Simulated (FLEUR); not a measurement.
**Collinear magnetic orders of free Ni(111) film, 3 layers with FLEUR**

A self-consistent run ends on one state, which hangs on the start. Several orders of free Ni(111) film, 3 layers are started in FLEUR and their energies compared.

Method: PBEsol; all-electron FLAPW film, Dirac cores, scalar-relativistic bands, in FLEUR MaX-R8.1.

### 1. Starting point

The cell holds 3 atoms: 3 Ni. Its edges and angles: a = 2.492 Å, b = 2.492 Å, c = 18.069 Å, α = 90.0°, β = 90.0°, γ = 120.0°. Layers at typed spacings, unrelaxed. Vacuum lies along c.

Structure file:

```xyz
3
Lattice="2.4917 0.0000 0.0000 -1.2458 2.1579 0.0000 0.0000 0.0000 18.0690" Properties=species:S:1:pos:R:3
Ni    0.0000    0.0000    7.0000
Ni    1.2459    0.7193    9.0345
Ni    0.0000    1.4386   11.0690
```

It is built of layers of Ni (space group 225).

### 2. Run 1 (ferro +++)

The parallel start is the test of whether parallel moments hold.

inpgen writes inp.xml from crystal.txt; cutoffs, mixing, functional, smearing and local orbitals are then set in the file. The k list default-1 (kpts.xml, not shown) is a Γ-centred 12×12×1 mesh; where the ranks do not divide the number of points, some are split in two of half the weight.

inp.xml reads:

```
<?xml version="1.0" encoding="UTF-8" standalone="no"?>
<fleurInput fleurInputVersion="0.39">
   <comment>
      Ni
   </comment>
   <calculationSetup>
      <cutoffs Kmax="3.66" Gmax="11.0" GmaxXC="11.0" numbands="0"/>
      <scfLoop itmax="120" minDistance="0.00002" maxIterBroyd="15" imix="Anderson" alpha="0.03" precondParam="0.0" spinf="2.0" sdNocoIR="T"/>
      <coreElectrons ctail="T" frcor="F" kcrel="1" coretail_lmax="0"/>
      <xcFunctional name="PBEs" relativisticCorrections="F"/>
      <magnetism jspins="2"/>
      <soc l_soc="F" theta="0.0" phi="0.0" spav="F"/>
      <expertModes spex="0" secvar="F"/>
      <geometryOptimization l_f="F" forcealpha="1.0" forcemix="BFGS" epsdisp="0.00001" epsforce="0.00001"/>
      <ldaU l_linMix="F" mixParam="0.05" spinf="1.0"/>
   </calculationSetup>
   <cell>
      <bzIntegration valenceElectrons="54.0" mode="hist" fermiSmearingEnergy="0.00183747">
         <kPointListSelection listName="default-1"/>
         <xi:include xmlns:xi="http://www.w3.org/2001/XInclude" href="kpts.xml"> </xi:include>
      </bzIntegration>
      <xi:include xmlns:xi="http://www.w3.org/2001/XInclude" href="sym.xml"> </xi:include>
      <filmLattice scale="1.0" dVac="12.97" dTilda="15.47">
         <bravaisMatrixFilm>
            <row-1>    4.7086300406703598     0.0000001262337051</row-1>
            <row-2>   -2.3543151296652853     4.0777931691130949</row-2>
         </bravaisMatrixFilm>
         <vacuumEnergyParameters vacuum="1" spinUp="-.25" spinDown="-.25"/>
      </filmLattice>
   </cell>
   <atomSpecies>
      <species name="Nickel (Ni1.000" element="Ni" atomicNumber="28">
         <mtSphere radius="2.24" gridPoints="741" logIncrement="0.016"/>
         <atomicCutoffs lmax="8" lnonsphr="6"/>
         <electronConfig flipSpins="F">
            <coreConfig>(1s1/2) (2s1/2) (2p1/2) (2p3/2)</coreConfig>
            <valenceConfig>(3s1/2) (3p1/2) (3p3/2) (4s1/2) (3d3/2) (3d5/2)</valenceConfig>
            <stateOccupation state="(3d3/2)" spinUp="1.6" spinDown="1.6"/>
            <stateOccupation state="(3d5/2)" spinUp="2.9" spinDown="1.9"/>
         </electronConfig>
         <energyParameters s="4" p="4" d="3" f="4"/>
         <lo type="SCLO" l="0" n="3" eDeriv="0"/>
         <lo type="SCLO" l="1" n="3" eDeriv="0"/>
      </species>
   </atomSpecies>
   <atomGroups>
      <atomGroup species="Nickel (Ni1.000">
         <filmPos label="                   1">-1.000/6.000 1.000/6.000 -3.8446423657</filmPos>
         <filmPos label="                   3">1.000/6.000 -1.000/6.000 3.8446423657</filmPos>
         <force calculate="T" relaxXYZ="TTT"/>
      </atomGroup>
      <atomGroup species="Nickel (Ni1.000">
         <filmPos label="                   2">1.000/2.000 1.000/2.000 .0000000000</filmPos>
         <force calculate="T" relaxXYZ="TTT"/>
      </atomGroup>
   </atomGroups>
   <output dos="F" band="F" slice="F">
      <bandDOS minEnergy="-.5*Htr" maxEnergy="0.5*Htr" sigma="0.015" storeEVData="T"/>
      <plotting iplot="0" polar="F">
         <plot TwoD="T" vec1="  1.0  0.0  0.0" vec2="  0.0  1.0  0.0" vec3="  0.0  0.0  1.0" zero="  0.0  0.0 -0.5" file="plot"/>
      </plotting>
      <moessbauerParams electricFieldGradient="F" isomerShift="T" coreHyperfine="T" valenceHyperfine="T"/>
   </output>
</fleurInput>
```

crystal.txt reads:

```
Ni
&input film=T cartesian=F /
2.49169971213  0.00000006680  0.00000000000
-1.24584991392  2.15787521590  0.00000000000
0.00000000000  0.00000000000  1.00000000000
1.8897261246
1.0 1.0 1.0

3
28 0.00000000000  0.00000000000  -3.84464236570 : 1.000
28 0.66666666667  0.33333333333  0.00000000000 : 1.000
28 0.33333333333  0.66666666667  3.84464236570 : 1.000

&kpt div1=12 div2=12 div3=1 gamma=T /
```

Launch:

```console
$ OMP_NUM_THREADS=1 inpgen -f crystal.txt > inpgen.log  # inp.xml is then edited as shown
$ OMP_NUM_THREADS=1 mpirun -n 4 fleur_MPI > fleur.log
```

What it wrote:

```text
Welcome to FLEUR        (www.flapw.de)
      MaX-Release 8.1          (www.max-centre.eu)

 ========== k-point set info ==========
 Selected k-point list: default-1
 k-point list type: mesh
 0 x 0 x 0
 Number of k points: 20

 ------------Calculation Setup---------------------------
 Number of MPI-tasks      :            4
 Number of PE/node        :            4
 Number of OMP-threads    :            1
 k-points in parallel     :            4
 pe's per k-point         :            1
 No of k-point loops      :            5
 Eigenvalue solver        :       lapack
 Number of basis functions:          273
 Approximate size of matrices (H+S) per k-point:         0.001 GB
 --------------------------------------------------------
 [... lines of the core solver left out ...]
 Iteration:     1   Distance:      23.90201871 me/bohr^3
 Iteration:     2   Distance:      14.49827301 me/bohr^3
 Iteration:     3   Distance:      15.73788073 me/bohr^3
 Iteration:     4   Distance:      14.51066950 me/bohr^3
 Iteration:     5   Distance:       8.34437259 me/bohr^3
 Iteration:     6   Distance:      14.48288049 me/bohr^3
 Iteration:     7   Distance:       6.17645594 me/bohr^3
 Iteration:     8   Distance:       5.19506355 me/bohr^3
 Iteration:     9   Distance:       1.49391100 me/bohr^3
 Iteration:    10   Distance:       1.31599038 me/bohr^3
[... 12 iterations left out ...]
 Iteration:    23   Distance:       0.00171788 me/bohr^3
 Iteration:    24   Distance:       0.00223244 me/bohr^3
 Iteration:    25   Distance:       0.00074261 me/bohr^3
 Iteration:    26   Distance:       0.00012886 me/bohr^3
 Iteration:    27   Distance:       0.00016735 me/bohr^3
 Iteration:    28   Distance:       0.00008761 me/bohr^3
 Iteration:    29   Distance:       0.00003294 me/bohr^3
 Iteration:    30   Distance:       0.00002441 me/bohr^3
 Iteration:    31   Distance:       0.00002324 me/bohr^3
 Iteration:    32   Distance:       0.00001247 me/bohr^3

 ********************************************************************
 Run finished successfully
 Stop message:
   all done
 ********************************************************************

--- out.xml (last complete iteration) ---
<iteration numberForCurrentRun="   32" overallNumber="   32">
         <energyParameters units="Htr">
            <atomicEP atomType="1" spin="1" branch="4s" branchLowest="-3.98" branchHighest="1.27" value="-0.3114168588"/>
            <atomicEP atomType="1" spin="1" branch="4p" branchLowest="-2.52" branchHighest="1.89" value="-0.1671283554"/>
            <atomicEP atomType="1" spin="1" branch="3d" branchLowest="-9.99" branchHighest="-0.15" value="-0.2596163861"/>
            <atomicEP atomType="1" spin="1" branch="4f" branchLowest="-9.99" branchHighest="3.25" value="0.1553828154"/>
            <loAtomicEP atomType="1" spin="1" branch="3s" branchLowest="-35.94" branchHighest="-3.98" value="-3.9799850044"/>
            <loAtomicEP atomType="1" spin="1" branch="3p" branchLowest="-30.91" branchHighest="-2.52" value="-2.5301630990"/>
            <atomicEP atomType="2" spin="1" branch="4s" branchLowest="-3.99" branchHighest="1.26" value="-0.3343263019"/>
            <atomicEP atomType="2" spin="1" branch="4p" branchLowest="-2.53" branchHighest="1.88" value="-0.1919104759"/>
            <atomicEP atomType="2" spin="1" branch="3d" branchLowest="-9.99" branchHighest="-0.16" value="-0.2726437990"/>
            <atomicEP atomType="2" spin="1" branch="4f" branchLowest="-9.99" branchHighest="3.24" value="0.1294619349"/>
            <loAtomicEP atomType="2" spin="1" branch="3s" branchLowest="-35.95" branchHighest="-3.99" value="-3.9920244918"/>
            <loAtomicEP atomType="2" spin="1" branch="3p" branchLowest="-30.92" branchHighest="-2.53" value="-2.5419642705"/>
            <vacuumEP vacuum="1" spin="1" vzIR="-0.2653725307" vzInf="0.0000000000" value="-0.2500000000"/>
            <atomicEP atomType="1" spin="2" branch="4s" branchLowest="-3.94" branchHighest="1.29" value="-0.3132458199"/>
            <atomicEP atomType="1" spin="2" branch="4p" branchLowest="-2.48" branchHighest="1.91" value="-0.1708870678"/>
            <atomicEP atomType="1" spin="2" branch="3d" branchLowest="-9.99" branchHighest="-0.12" value="-0.2346648624"/>
            <atomicEP atomType="1" spin="2" branch="4f" branchLowest="-9.99" branchHighest="3.26" value="0.1503584688"/>
            <loAtomicEP atomType="1" spin="2" branch="3s" branchLowest="-35.92" branchHighest="-3.94" value="-3.9467903107"/>
            <loAtomicEP atomType="1" spin="2" branch="3p" branchLowest="-30.90" branchHighest="-2.48" value="-2.4978238552"/>
            <atomicEP atomType="2" spin="2" branch="4s" branchLowest="-3.95" branchHighest="1.28" value="-0.3385931571"/>
            <atomicEP atomType="2" spin="2" branch="4p" branchLowest="-2.49" branchHighest="1.90" value="-0.1983731781"/>
            <atomicEP atomType="2" spin="2" branch="3d" branchLowest="-9.99" branchHighest="-0.13" value="-0.2463429818"/>
            <atomicEP atomType="2" spin="2" branch="4f" branchLowest="-9.99" branchHighest="3.26" value="0.1215567320"/>
            <loAtomicEP atomType="2" spin="2" branch="3s" branchLowest="-35.93" branchHighest="-3.95" value="-3.9557979127"/>
            <loAtomicEP atomType="2" spin="2" branch="3p" branchLowest="-30.91" branchHighest="-2.49" value="-2.5067051171"/>
            <vacuumEP vacuum="1" spin="2" vzIR="-0.2671197174" vzInf="0.0000000000" value="-0.2500000000"/>
         </energyParameters>
         <bandgap value="0.0014545087" units="eV"/>
         <sumValenceSingleParticleEnergies value="-77.0799062339" units="Htr"/>
         <FermiEnergy value="-0.1886329937" units="Htr"/>
         <valenceDensity>
            <mtCharges spin="1">
               <mtCharge atomType="1" total="8.8090488" s="1.2034520" p="3.1340920" d="4.4603080" f="0.0084949"/>
               <mtCharge atomType="2" total="8.8808378" s="1.2016609" p="3.1757917" d="4.4879930" f="0.0117936"/>
            </mtCharges>
            <mtCharges spin="2">
               <mtCharge atomType="1" total="8.0694815" s="1.2039950" p="3.1485828" d="3.7054289" f="0.0088296"/>
               <mtCharge atomType="2" total="8.0871244" s="1.2048103" p="3.1917692" d="3.6742377" f="0.0127627"/>
            </mtCharges>
            <spinDependentCharge spin="1" total="28.0890653" interstitial="1.4995897" mtSpheres="26.4989354" vacuum1="0.0452701"/>
            <spinDependentCharge spin="2" total="25.9109349" interstitial="1.5892998" mtSpheres="24.2260874" vacuum1="0.0477738"/>
            <totalCharge value="54.0000002423"/>
         </valenceDensity>
         <allElectronCharges>
            <spinDependentCharge spin="1" total="43.0890708" interstitial="1.4995897" mtSpheres="41.4989409" vacuum1="0.0452701"/>
            <spinDependentCharge spin="2" total="40.9109294" interstitial="1.5892998" mtSpheres="39.2260819" vacuum1="0.0477738"/>
            <totalCharge value="84.0000002434"/>
         </allElectronCharges>
         <magneticMomentsInMTSpheres units="muBohr">
            <globalMagMoment atomType="1" vec="0.00000   0.00000   0.73957"/>
            <localMagMoment atomType="1" vec="0.00000   0.00000   0.73957"/>
            <globalMagMoment atomType="2" vec="0.00000   0.00000   0.79372"/>
            <localMagMoment atomType="2" vec="0.00000   0.00000   0.79372"/>
         </magneticMomentsInMTSpheres>
         <moessbauerParams unitsHFF="kG" unitsIS="e/bohr^3" unitsEFG="Htr/bohr^2">
            <coreHyperfineField atomType="1" hffTotal="-233.20799" isTotal="19392.67365">
               <shell n="1" l="0" hff="-4.97030" isomerShift="17679.90371"/>
               <shell n="2" l="0" hff="-229.04149" isomerShift="1701.73126"/>
               <shell n="2" l="1" hff="0.80380" isomerShift="11.03868"/>
            </coreHyperfineField>
            <coreHyperfineField atomType="2" hffTotal="-255.68742" isTotal="19392.59516">
               <shell n="1" l="0" hff="-5.61862" isomerShift="17679.86042"/>
               <shell n="2" l="0" hff="-250.94959" isomerShift="1701.69660"/>
               <shell n="2" l="1" hff="0.88079" isomerShift="11.03814"/>
            </coreHyperfineField>
            <isomerShift atomType="1" nucleusRadius="0.0000918" averageDensity="19650.47772"/>
            <isomerShift atomType="2" nucleusRadius="0.0000918" averageDensity="19650.34927"/>
         </moessbauerParams>
         <totalEnergy value="    -4558.6020235633" units="Htr">
            <sumOfEigenvalues value="    -2657.1545105866">
               <coreElectrons value="-2580.0746043527"/>
               <valenceElectrons value="-77.0799062339"/>
            </sumOfEigenvalues>
            <densityCoulombPotentialIntegral value="-7042.8655732004"/>
            <densityEffectivePotentialIntegral value="-7287.6278107780"/>
            <chargeDenXCDenIntegral value="-186.7718019230"/>
            <FockExchangeEnergyValence value="0.0000000000"/>
            <FockExchangeEnergyCore value="0.0000000000"/>
            <atomTypeDependentContributions atomType="1">
               <electronNucleiInteractionDifferentMTs value="3645.1894423551"/>
               <MadelungTerm value="-8.8057059196"/>
            </atomTypeDependentContributions>
            <atomTypeDependentContributions atomType="2">
               <electronNucleiInteractionDifferentMTs value="1823.1678481275"/>
               <MadelungTerm value="-3.7077388291"/>
            </atomTypeDependentContributions>
            <tkbTimesEntropy value="0.0017745612"/>
            <freeEnergy value="-4558.6037981244"/>
            <extrapolationTo0K value="-4558.6029108438"/>
         </totalEnergy>
         <densityConvergence units="me/bohr^3">
            <chargeDensity spin="1" distance="0.0000064727"/>
            <chargeDensity spin="2" distance="0.0000090049"/>
            <overallChargeDensity distance="0.0000095125"/>
            <spinDensity distance="0.0000124693"/>
         </densityConvergence>
      </iteration>
```

Elapsed: 41 s, on 4 MPI ranks of Arm Neoverse N1, shared host; peak memory 0.26 GiB; 2.7 min of CPU time.

Spin moment in the muffin-tin sphere by atom:

| atom | spin moment in the muffin-tin sphere (μB) |
| --- | --- |
| Ni1 | 0.740 |
| Ni2 | 0.794 |
| Ni3 | 0.740 |

This step gave:

```yaml
free_energy: -124045.9287 eV
program_s_band_gap_on_this_mesh_in_a_metal_only_a_level_spacing: 0.001455 eV
magnetization: 2.178 μB
final_state: ferromagnetic
```

After 32 cycles the largest moment stands at 0.794 μB.

[end of part 1 of 3]

[Logs and program files are shortened in this print: banners, set-up blocks, solver, clock and traceback lines can be left out without a mark of their own.]

[Logs are printed without paths, hosts, clocks, repeated set-up lines and the standing remarks that a program may print on its own settings, such as how far it seeks lower states.]

[Hosts, paths, dates, database ids (printed as entryN), source tags and the programs' standing remarks are cut or masked in the printed files.]

[Where a cell is said to come from a database of computed structures, the database is the Materials Project.]
